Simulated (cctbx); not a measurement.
## A crystallographic session in cctbx: Ca14SbMo

Library: cctbx 2025.11. The data are simulated by the first script.

## 1. Simulate the data

run.py:

```python
from cctbx import adptbx, crystal, miller, sgtbx, xray
from cctbx.array_family import flex
from iotbx.shelx import hklf
from scitbx import matrix
import scitbx.random

cs = crystal.symmetry(unit_cell=(12.021, 7.336, 12.811, 90, 90, 90), space_group_symbol='Hall: A 2 -2')  # Amm2
atoms = [  # label, site, U (iso, or U11 U22 U33 U12 U13 U23 in A^2), occupancy
    ("Sb1", (0.5, 0.5, 0.1688), 0.0047, 1),
    ("Mo1", (0.5, 0, 0.166), 0.0055, 1),
    ("Ca1", (0.7548, 0.5, 0.3385), 0.0067, 1),
    ("Ca2", (0.7503, 0, 0.3324), 0.0070, 1),
    ("Ca3", (0.7469, 0.753, 0.0818), 0.0067, 1),
    ("Ca4", (0, 0.248, 0.4201), 0.0076, 1),
    ("Ca5", (0.5, 0.2467, 0.4153), 0.0063, 1),
    ("Ca6", (0, 0.5, 0.169), 0.0074, 1),
    ("Ca7", (0, 0, 0.1655), 0.0076, 1),
]
xs = xray.structure(crystal_symmetry=cs)
for label, site, u, occ in atoms:
    u = adptbx.u_cif_as_u_star(cs.unit_cell(), u) if isinstance(u, tuple) else u
    xs.add_scatterer(xray.scatterer(label, site=site, u=u, occupancy=occ))
xs.set_inelastic_form_factors(0.71073, "sasaki")
xs.show_summary()
p1 = xs.expand_to_p1()
ms = miller.build_set(p1, anomalous_flag=True, d_min=0.77)
flex.set_random_seed(209110)
scitbx.random.set_random_seed(209110)
ms = ms.select(flex.random_double(ms.size()) < 0.9)
i = ms.structure_factors_from_scatterers(p1, algorithm="direct").f_calc().as_intensity_array().data()
i = i * 70000 / flex.max(i)
sig = flex.sqrt(i + flex.pow2(0.03 * i) + 8 ** 2)
noise = scitbx.random.variate(scitbx.random.normal_distribution())(i.size())
data = ms.array(data=i + sig * noise, sigmas=sig).set_observation_type_xray_intensity()
with open("data.hkl", "w") as f:
    data.export_as_shelx_hklf(f)
print("reflections written:", data.size(), " <I/sigma> = %.1f" % flex.mean(data.data() / data.sigmas()))
for h, a, b in list(data.sort("data"))[:12]:
    print("%4d%4d%4d %9.1f %7.1f" % (h + (a, b)))
```

```console
$ python run.py
```

```text
Number of scatterers: 9
At special positions: 8
Unit cell: (12.021, 7.336, 12.811, 90, 90, 90)
Space group: A m m 2 (No. 38)
reflections written: 9357  <I/sigma> = 6.6
  -4   0   0   72500.2  2116.6
   4   0   0   69491.8  2116.6
   2   0   4   54745.5  1555.2
  -2   0  -4   53714.8  1548.2
   2  -2  -2   52755.2  1534.3
  -2  -2  -2   52414.5  1534.3
   2   0  -4   52061.6  1548.2
  -2   2  -2   51540.9  1534.3
   2   2   2   50896.8  1526.5
  -2   0   4   50277.9  1555.2
  -2  -2   2   50261.9  1526.5
  -2   2   2   49878.6  1526.5
```

Run time: 0.36 s on 1 thread of Arm Neoverse V1, on a shared host, peak memory 0.07 GiB.

## 2. Refinement (refined in the given hand)

run.py:

```python
import math
from cctbx import adptbx, crystal, maptbx, sgtbx, xray
from cctbx.array_family import flex
from cctbx.xray import observations
from iotbx.shelx import hklf
from scitbx.lstbx import normal_eqns_solving
from smtbx import absolute_structure, utils
from smtbx.refinement import constraints, least_squares

cs = crystal.symmetry(unit_cell=(12.021, 7.336, 12.811, 90, 90, 90), space_group_symbol='Hall: A 2 -2')  # Amm2
atoms = [  # label, site, U (iso, or U11 U22 U33 U12 U13 U23 in A^2), occupancy
    ("Sb1", (0.5, 0.5, 0.1691), 0.0200, 1),
    ("Mo1", (0.5, 0, 0.1647), 0.0200, 1),
    ("Ca1", (0.7534, 0.5, 0.3376), 0.0200, 1),
    ("Ca2", (0.749, 0, 0.3329), 0.0200, 1),
    ("Ca3", (0.7463, 0.7542, 0.0823), 0.0200, 1),
    ("Ca4", (0, 0.2403, 0.4188), 0.0200, 1),
    ("Ca5", (0.5, 0.2496, 0.4183), 0.0200, 1),
    ("Ca6", (0, 0.5, 0.1688), 0.0200, 1),
    ("Ca7", (0, 0, 0.1629), 0.0200, 1),
]
xs = xray.structure(crystal_symmetry=cs)
for label, site, u, occ in atoms:
    u = adptbx.u_cif_as_u_star(cs.unit_cell(), u) if isinstance(u, tuple) else u
    xs.add_scatterer(xray.scatterer(label, site=site, u=u, occupancy=occ))
xs.set_inelastic_form_factors(0.71073, "sasaki")
xs.convert_to_anisotropic()
raw = hklf.reader(file_name="data.hkl").as_miller_arrays(crystal_symmetry=cs, anomalous=True)[0]
merged = raw.eliminate_sys_absent().merge_equivalents()
fo2 = merged.array().set_observation_type_xray_intensity()
print("Rint %.3f, %d unique reflections to %.2f A" % (merged.r_int(), fo2.size(), fo2.d_min()))
for sc in xs.scatterers():
    sc.flags.set_grad_site(True)
    sc.flags.set_grad_u_aniso(sc.flags.use_u_aniso())
    sc.flags.set_grad_u_iso(sc.flags.use_u_iso())
obs = fo2.as_xray_observations()
extra = {}
rep = constraints.reparametrisation(xs, [], utils.connectivity_table(xs), **extra)
ls = least_squares.crystallographic_ls(obs, rep, weighting_scheme=least_squares.mainstream_shelx_weighting(a=0, b=0))
print("cycle     R1     wR2    GooF  max shift (A)")
for cycle in range(8):
    ls.build_up()
    r1, wr2, goof = ls.r1_factor(cutoff_factor=2)[0], ls.wR2(), ls.goof()
    old = xs.sites_cart()
    normal_eqns_solving.levenberg_marquardt_iterations(ls, n_max_iterations=3, tau=1e-06, step_threshold=1e-7)
    big = flex.max((xs.sites_cart() - old).norms())
    print("%4d %7.4f %7.4f %7.3f %9.5f" % (cycle + 1, r1, wr2, goof, big))
    ls.build_up(objective_only=True)
    if abs(ls.wR2() - wr2) < 5e-5 and big < 5e-4:
        break
ls.build_up()
print("final R1 %.4f wR2 %.4f GooF %.3f  parameters %d  data/parameter %.1f" % (ls.r1_factor(cutoff_factor=2)[0], ls.wR2(), ls.goof(), ls.n_parameters, fo2.size() / ls.n_parameters))
cov = ls.covariance_matrix_and_annotations()
su = dict(zip(cov.annotations, (math.sqrt(max(v, 0)) for v in cov.matrix.matrix_packed_u_diagonal())))
a2 = cs.unit_cell().reciprocal_parameters()[0] ** -2
print("atom        x        y        z      Ueq    occ   su(xyz)  su(Uiso or U11)")
for sc in xs.scatterers():
    s = max(su.get(sc.label + k, 0) for k in (".x", ".y", ".z"))
    npd = "" if sc.is_positive_definite_u(cs.unit_cell()) else "  NPD"
    print("%-5s %8.5f %8.5f %8.5f %8.4f %6.3f %8.5f %7.4f%s" % ((sc.label,) + sc.site + (sc.u_iso_or_equiv(cs.unit_cell()), sc.occupancy, s, su.get(sc.label + ".uiso", su.get(sc.label + ".u11", 0) * a2), npd)))
fc = fo2.structure_factors_from_scatterers(xs, algorithm="direct").f_calc()
absolute_structure.flack_analysis(xs, fo2.as_xray_observations()).show()
h = absolute_structure.hooft_analysis(fo2, fc, scale_factor=ls.scale_factor())
print("Hooft y: %.3f(%.0f)  Bijvoet pairs: %d" % (h.hooft_y, 1000 * h.sigma_y, h.n_bijvoet_pairs))
fo = fo2.f_sq_as_f()
fc = fo.structure_factors_from_scatterers(xs, algorithm="direct").f_calc()
diff = fo.f_obs_minus_f_calc(1 / math.sqrt(ls.scale_factor()), fc).average_bijvoet_mates()
m = diff.fft_map(symmetry_flags=maptbx.use_space_group_symmetry, resolution_factor=0.25).apply_volume_scaling()
print("difference map: max %.2f min %.2f rms %.2f" % (m.statistics().max(), m.statistics().min(), m.statistics().sigma()))
peaks = m.peak_search(parameters=maptbx.peak_search_parameters(min_distance_sym_equiv=0.6, max_clusters=6)).all()
near = xs.closest_distances(peaks.sites(), distance_cutoff=4)
sps = cs.special_position_settings(min_distance_sym_equiv=0.5)
for k, (x, h) in enumerate(zip(peaks.sites(), peaks.heights())):
    ss = sps.site_symmetry(x)
    print("Q%-3d %7.4f %7.4f %7.4f %4d %7.2f  %.2f A from %s" % ((k + 1,) + tuple(t % 1 for t in ss.exact_site()) + (ss.multiplicity(), h, near.smallest_distances[k], xs.scatterers()[near.i_seqs[k]].label)))
```

```console
$ python run.py
```

```text
Rint 0.025, 1479 unique reflections to 0.77 A
cycle     R1     wR2    GooF  max shift (A)
   1  0.1299  0.2894   7.977   0.04906
   2  0.0144  0.0346   0.954   0.00770
   3  0.0141  0.0337   0.929   0.00087
   4  0.0141  0.0337   0.929   0.00027
final R1 0.0141 wR2 0.0337 GooF 0.929  parameters 49  data/parameter 30.2
atom        x        y        z      Ueq    occ   su(xyz)  su(Uiso or U11)
Sb1    0.50000  0.50000  0.16881   0.0047  1.000  0.00026  0.0001
Mo1    0.50000  0.00000  0.16599   0.0055  1.000  0.00026  0.0001
Ca1    0.75475  0.50000  0.33818   0.0074  1.000  0.00013  0.0002
Ca2    0.75029  0.00000  0.33193   0.0069  1.000  0.00016  0.0002
Ca3    0.74691  0.75289  0.08138   0.0067  1.000  0.00013  0.0002
Ca4    0.00000  0.24789  0.41844   0.0080  1.000  0.00092  0.0002
Ca5    0.50000  0.24746  0.41536   0.0064  1.000  0.00055  0.0002
Ca6    0.00000  0.50000  0.16780   0.0077  1.000  0.00095  0.0003
Ca7    0.00000  0.00000  0.16471   0.0078  1.000  0.00085  0.0003
Flack x: 0.06(2)
Hooft y: 0.040(32)  Bijvoet pairs: 704
difference map: max 0.30 min -0.28 rms 0.06
Q1    0.0000  0.0000  0.9613    2    0.30  1.93 A from Ca4
Q2    0.3345  0.1544  0.6651    8    0.25  1.62 A from Ca3
Q3    0.0000  0.0000  0.3676    2    0.24  1.93 A from Ca4
Q4    0.5000  0.0000  0.4576    2    0.24  1.89 A from Ca5
Q5    0.1596  0.0000  0.9948    4    0.20  2.26 A from Ca1
Q6    0.1358  0.1193  0.9037    8    0.20  1.79 A from Ca1
```

Time: 0.89 s.

## 3. Refinement

run.py, as its changes from the last script of this kind:

```diff
@@ -12,9 +12,9 @@
-    ("Sb1", (0.5, 0.5, 0.1691), 0.0200, 1),
-    ("Mo1", (0.5, 0, 0.1647), 0.0200, 1),
-    ("Ca1", (0.7534, 0.5, 0.3376), 0.0200, 1),
-    ("Ca2", (0.749, 0, 0.3329), 0.0200, 1),
-    ("Ca3", (0.7463, 0.7542, 0.0823), 0.0200, 1),
-    ("Ca4", (0, 0.2403, 0.4188), 0.0200, 1),
-    ("Ca5", (0.5, 0.2496, 0.4183), 0.0200, 1),
-    ("Ca6", (0, 0.5, 0.1688), 0.0200, 1),
-    ("Ca7", (0, 0, 0.1629), 0.0200, 1),
+    ("Sb1", (0.5, 0.5, 0.83119), 0.0047, 1),
+    ("Mo1", (0.5, 0, 0.83401), 0.0055, 1),
+    ("Ca1", (0.24525, 0.5, 0.66182), 0.0074, 1),
+    ("Ca2", (0.24971, 0, 0.66807), 0.0069, 1),
+    ("Ca3", (0.25309, 0.24711, 0.91862), 0.0067, 1),
+    ("Ca4", (0, 0.75211, 0.58156), 0.0080, 1),
+    ("Ca5", (0.5, 0.75254, 0.58464), 0.0064, 1),
+    ("Ca6", (0, 0.5, 0.8322), 0.0077, 1),
+    ("Ca7", (0, 0, 0.83529), 0.0078, 1),
```

```console
$ python run.py
```

```text
Rint 0.025, 1479 unique reflections to 0.77 A
cycle     R1     wR2    GooF  max shift (A)
   1  0.0188  0.0467   1.287   0.01967
   2  0.0179  0.0436   1.202   0.01297
   3  0.0179  0.0435   1.200   0.00861
   4  0.0179  0.0435   1.199   0.00410
   5  0.0179  0.0435   1.199   0.00161
   6  0.0179  0.0435   1.199   0.00057
   7  0.0179  0.0435   1.199   0.00019
final R1 0.0179 wR2 0.0435 GooF 1.199  parameters 49  data/parameter 30.2
atom        x        y        z      Ueq    occ   su(xyz)  su(Uiso or U11)
Sb1    0.50000  0.50000  0.83093   0.0043  1.000  0.00022  0.0001
Mo1    0.50000  0.00000  0.83211   0.0067  1.000  0.00025  0.0002
Ca1    0.24535  0.50000  0.66255   0.0078  1.000  0.00015  0.0003
Ca2    0.24978  0.00000  0.66871   0.0077  1.000  0.00018  0.0003
Ca3    0.25309  0.24742  0.91903   0.0063  1.000  0.00012  0.0002
Ca4    0.00000  0.75055  0.58508   0.0075  1.000  0.00089  0.0002
Ca5    0.50000  0.75046  0.58449   0.0068  1.000  0.00063  0.0002
Ca6    0.00000  0.50000  0.83464   0.0061  1.000  0.00082  0.0004
Ca7    0.00000  0.00000  0.83778   0.0073  1.000  0.00067  0.0004
Flack x: 0.96(3)
Hooft y: 0.977(38)  Bijvoet pairs: 704
difference map: max 0.32 min -0.27 rms 0.06
Q1    0.0000  0.0000  0.6333    2    0.33  1.93 A from Ca4
Q2    0.0000  0.0000  0.0411    2    0.28  1.92 A from Ca4
Q3    0.2191  0.0000  0.6216    4    0.27  0.71 A from Ca2
Q4    0.2322  0.0000  0.0396    4    0.25  1.58 A from Ca1
Q5    0.0000  0.0000  0.7639    2    0.25  0.95 A from Ca7
Q6    0.3367  0.1518  0.3348    8    0.24  1.65 A from Ca3
```

Time: 1.2 s.

This run holds a fault made on purpose: the structure inverted.

## 4. Simulate the data

run.py, as its changes from the last script of this kind:

```diff
@@ -23 +23 @@
-xs.set_inelastic_form_factors(0.71073, "sasaki")
+xs.set_inelastic_form_factors(1.54184, "sasaki")
@@ -26,3 +26,3 @@
-ms = miller.build_set(p1, anomalous_flag=True, d_min=0.77)
-flex.set_random_seed(209110)
-scitbx.random.set_random_seed(209110)
+ms = miller.build_set(p1, anomalous_flag=True, d_min=0.83)
+flex.set_random_seed(544298)
+scitbx.random.set_random_seed(544298)
@@ -32 +32 @@
-sig = flex.sqrt(i + flex.pow2(0.03 * i) + 8 ** 2)
+sig = flex.sqrt(i + flex.pow2(0.02 * i) + 2 ** 2)
```

```console
$ python run.py
```

```text
Number of scatterers: 9
At special positions: 8
Unit cell: (12.021, 7.336, 12.811, 90, 90, 90)
Space group: A m m 2 (No. 38)
reflections written: 7434  <I/sigma> = 9.0
   4   0   0   71033.1  1424.8
  -4   0   0   71028.4  1424.8
   2   2  -2   52727.5  1043.2
   2   0   4   51464.8  1056.1
  -2   2   2   51375.0  1027.6
   2  -2  -2   50910.2  1043.2
   2   2   2   50548.1  1027.6
  -2  -2  -2   50431.9  1043.2
   2   0  -4   49947.8  1042.5
   2  -2   2   49583.6  1027.6
  -2  -2   2   49388.0  1027.6
  -2   2  -2   48814.8  1043.2
```

Time: 0.36 s.

## 5. Refinement (refined in the given hand)

run.py, as its changes from the last script of this kind:

```diff
@@ -12,9 +12,9 @@
-    ("Sb1", (0.5, 0.5, 0.83119), 0.0047, 1),
-    ("Mo1", (0.5, 0, 0.83401), 0.0055, 1),
-    ("Ca1", (0.24525, 0.5, 0.66182), 0.0074, 1),
-    ("Ca2", (0.24971, 0, 0.66807), 0.0069, 1),
-    ("Ca3", (0.25309, 0.24711, 0.91862), 0.0067, 1),
-    ("Ca4", (0, 0.75211, 0.58156), 0.0080, 1),
-    ("Ca5", (0.5, 0.75254, 0.58464), 0.0064, 1),
-    ("Ca6", (0, 0.5, 0.8322), 0.0077, 1),
-    ("Ca7", (0, 0, 0.83529), 0.0078, 1),
+    ("Sb1", (0.5, 0.5, 0.1688), 0.0200, 1),
+    ("Mo1", (0.5, 0, 0.1679), 0.0200, 1),
+    ("Ca1", (0.752, 0.5, 0.3372), 0.0200, 1),
+    ("Ca2", (0.7517, 0, 0.3337), 0.0200, 1),
+    ("Ca3", (0.7449, 0.7525, 0.0794), 0.0200, 1),
+    ("Ca4", (0, 0.2527, 0.4178), 0.0200, 1),
+    ("Ca5", (0.5, 0.2445, 0.4148), 0.0200, 1),
+    ("Ca6", (0, 0.5, 0.1702), 0.0200, 1),
+    ("Ca7", (0, 0, 0.1651), 0.0200, 1),
@@ -26 +26 @@
-xs.set_inelastic_form_factors(0.71073, "sasaki")
+xs.set_inelastic_form_factors(1.54184, "sasaki")
```

```console
$ python run.py
```

```text
Rint 0.017, 1164 unique reflections to 0.83 A
cycle     R1     wR2    GooF  max shift (A)
   1  0.1238  0.2706  10.172   0.04287
   2  0.0096  0.0239   0.899   0.00256
   3  0.0096  0.0238   0.895   0.00024
final R1 0.0096 wR2 0.0238 GooF 0.895  parameters 49  data/parameter 23.8
atom        x        y        z      Ueq    occ   su(xyz)  su(Uiso or U11)
Sb1    0.50000  0.50000  0.16917   0.0047  1.000  0.00013  0.0001
Mo1    0.50000  0.00000  0.16631   0.0054  1.000  0.00013  0.0001
Ca1    0.75488  0.50000  0.33863   0.0068  1.000  0.00008  0.0002
Ca2    0.75029  0.00000  0.33252   0.0070  1.000  0.00009  0.0002
Ca3    0.74693  0.75299  0.08193   0.0065  1.000  0.00007  0.0002
Ca4    0.00000  0.24793  0.41996   0.0076  1.000  0.00047  0.0002
Ca5    0.50000  0.24657  0.41526   0.0061  1.000  0.00038  0.0002
Ca6    0.00000  0.50000  0.16904   0.0074  1.000  0.00046  0.0002
Ca7    0.00000  0.00000  0.16543   0.0075  1.000  0.00045  0.0003
Flack x: 0.001(4)
Hooft y: 0.005(7)  Bijvoet pairs: 549
difference map: max 0.19 min -0.13 rms 0.03
Q1    0.5000  0.2521  0.3244    4    0.19  1.16 A from Ca5
Q2    0.5000  0.0000  0.3509    2    0.17  1.99 A from Ca5
Q3    0.0000  0.0000  0.3309    2    0.17  2.12 A from Ca7
Q4    0.2521  0.0000  0.6633    4    0.17  2.13 A from Ca3
Q5    0.2758  0.2421  0.1696    8    0.15  1.16 A from Ca3
Q6    0.2396  0.0000  0.1659    4    0.15  2.11 A from Ca3
```

Time: 0.77 s.

## 6. Simulate the data

run.py, as its changes from the last script of this kind:

```diff
@@ -23 +23 @@
-xs.set_inelastic_form_factors(1.54184, "sasaki")
+xs.set_inelastic_form_factors(0.4959, "sasaki")
@@ -26,3 +26,3 @@
-ms = miller.build_set(p1, anomalous_flag=True, d_min=0.83)
-flex.set_random_seed(544298)
-scitbx.random.set_random_seed(544298)
+ms = miller.build_set(p1, anomalous_flag=True, d_min=0.84)
+flex.set_random_seed(467581)
+scitbx.random.set_random_seed(467581)
@@ -31,2 +31,6 @@
-i = i * 70000 / flex.max(i)
-sig = flex.sqrt(i + flex.pow2(0.02 * i) + 2 ** 2)
+law = matrix.sqr((-1, 0, 0, 0, -1, 0, 0, 0, -1))
+mate = flex.miller_index([tuple(matrix.row(h) * law) for h in ms.indices()])
+i2 = ms.customized_copy(indices=mate).structure_factors_from_scatterers(p1, algorithm="direct").f_calc().as_intensity_array().data()
+i = (1 - 0.3) * i + 0.3 * i2
+i = i * 20000 / flex.max(i)
+sig = flex.sqrt(i + flex.pow2(0.02 * i) + 4 ** 2)
```

```console
$ python run.py
```

```text
Number of scatterers: 9
At special positions: 8
Unit cell: (12.021, 7.336, 12.811, 90, 90, 90)
Space group: A m m 2 (No. 38)
reflections written: 7202  <I/sigma> = 5.2
   4   0   0   20628.2   424.3
  -4   0   0   19817.5   424.3
  -2  -2  -2   15126.5   313.5
   2   0  -4   15037.5   315.3
   2   0   4   14655.8   317.5
   2   2  -2   14633.8   313.5
   2  -2  -2   14623.9   313.5
  -2   0  -4   14607.1   315.3
  -2   0   4   14265.9   317.5
  -2  -2   2   14226.5   311.5
   2  -2   2   14095.6   311.5
   2   2   2   14086.5   311.5
```

Run time: 0.37 s on 1 thread of Arm Neoverse V1, with other jobs on the host, peak memory 0.07 GiB.

[Logs are printed without paths, hosts, clocks, repeated set-up lines and the standing remarks that a program may print on its own settings, such as how far it seeks lower states.]
